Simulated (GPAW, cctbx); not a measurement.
## What do these deviations say about the bonding?

Bi3Rh2, P4/mbm (no. 127), a = 7.9834 Å, b = 7.9834 Å, c = 3.5373 Å, α = 90.00°, β = 90.00°, γ = 90.00°.

```
atom  mult.       x       y    z
 Bi1      2     1/2     1/2  1/2
 Bi2      4  0.8493  0.3493    0
 Rh1      4  0.6352  0.1352  1/2
```

The cell comes from substitution in a known structure type and wasn't matched to any measured phase.

Absolute values of the static structure factors of the conventional cell from DFT (PBE, GPAW) against free spherical atoms, in electrons:

```csv
hkl,d (Å),free atoms,crystal
110,5.645,23.75,24.04
200,3.992,35.20,35.18
210,3.570,113.53,113.15
001,3.537,7.84,8.29
111,2.998,179.11,178.97
220,2.823,175.57,175.50
201,2.647,213.75,213.72
310,2.525,376.79,376.56
211,2.513,323.79,323.45
320,2.214,0.15,0.06
```

**Question.** Which way does charge move, and which reflections show it best?

Project each element's phase sum on the total phase. |F| rises if density moves to atoms that scatter in phase and falls if it moves to atoms that scatter against it; the rule is for low angles, since changes of shape take over beyond. Where all elements are in phase the terms compete, and the compactness of the donor's and the acceptor's density matters too.

| hkl | Bi in phase | Rh in phase | change (e) | (%) |
| --- | --- | --- | --- | --- |
| 110 | -0.6 | +1.7 | +0.29 | +1.2 |
| 200 | +0.7 | -0.5 | -0.03 | -0.1 |
| 210 | +3.1 | -3.0 | -0.38 | -0.3 |
| 001 | -2.0 | +4.0 | +0.45 | +5.8 |
| 111 | +3.4 | -1.7 | -0.14 | -0.1 |
| 220 | +2.4 | +0.1 | -0.07 | 0.0 |
| 201 | +3.3 | -0.5 | -0.03 | 0.0 |
| 310 | +4.2 | +2.2 | -0.23 | -0.1 |

Low-angle reflections that set elements apart and change by more than 0.05 e: 110, 210, 001, 111 and 220 (200 and 201 hardly move and tell little). The signs fit a gain of density on Rh and a loss on Bi. The best witness is 001, +5.8 %, where Rh enters with +4.0. The real-space density agrees: Voronoi charges Bi +0.14, Rh -0.22 e. The shortest bond, Bi–Rh, has Δρ = +0.04 e/Å³ at its midpoint.

[Outputs are excerpts: Python notices, other lines and further rows are left out; steps that failed or that the build refused (PBEsol, TPSS) are not shown.]

[Logs are printed without paths, hosts, clocks, repeated set-up lines and the standing remarks that a program may print on its own settings, such as how far it seeks lower states.]
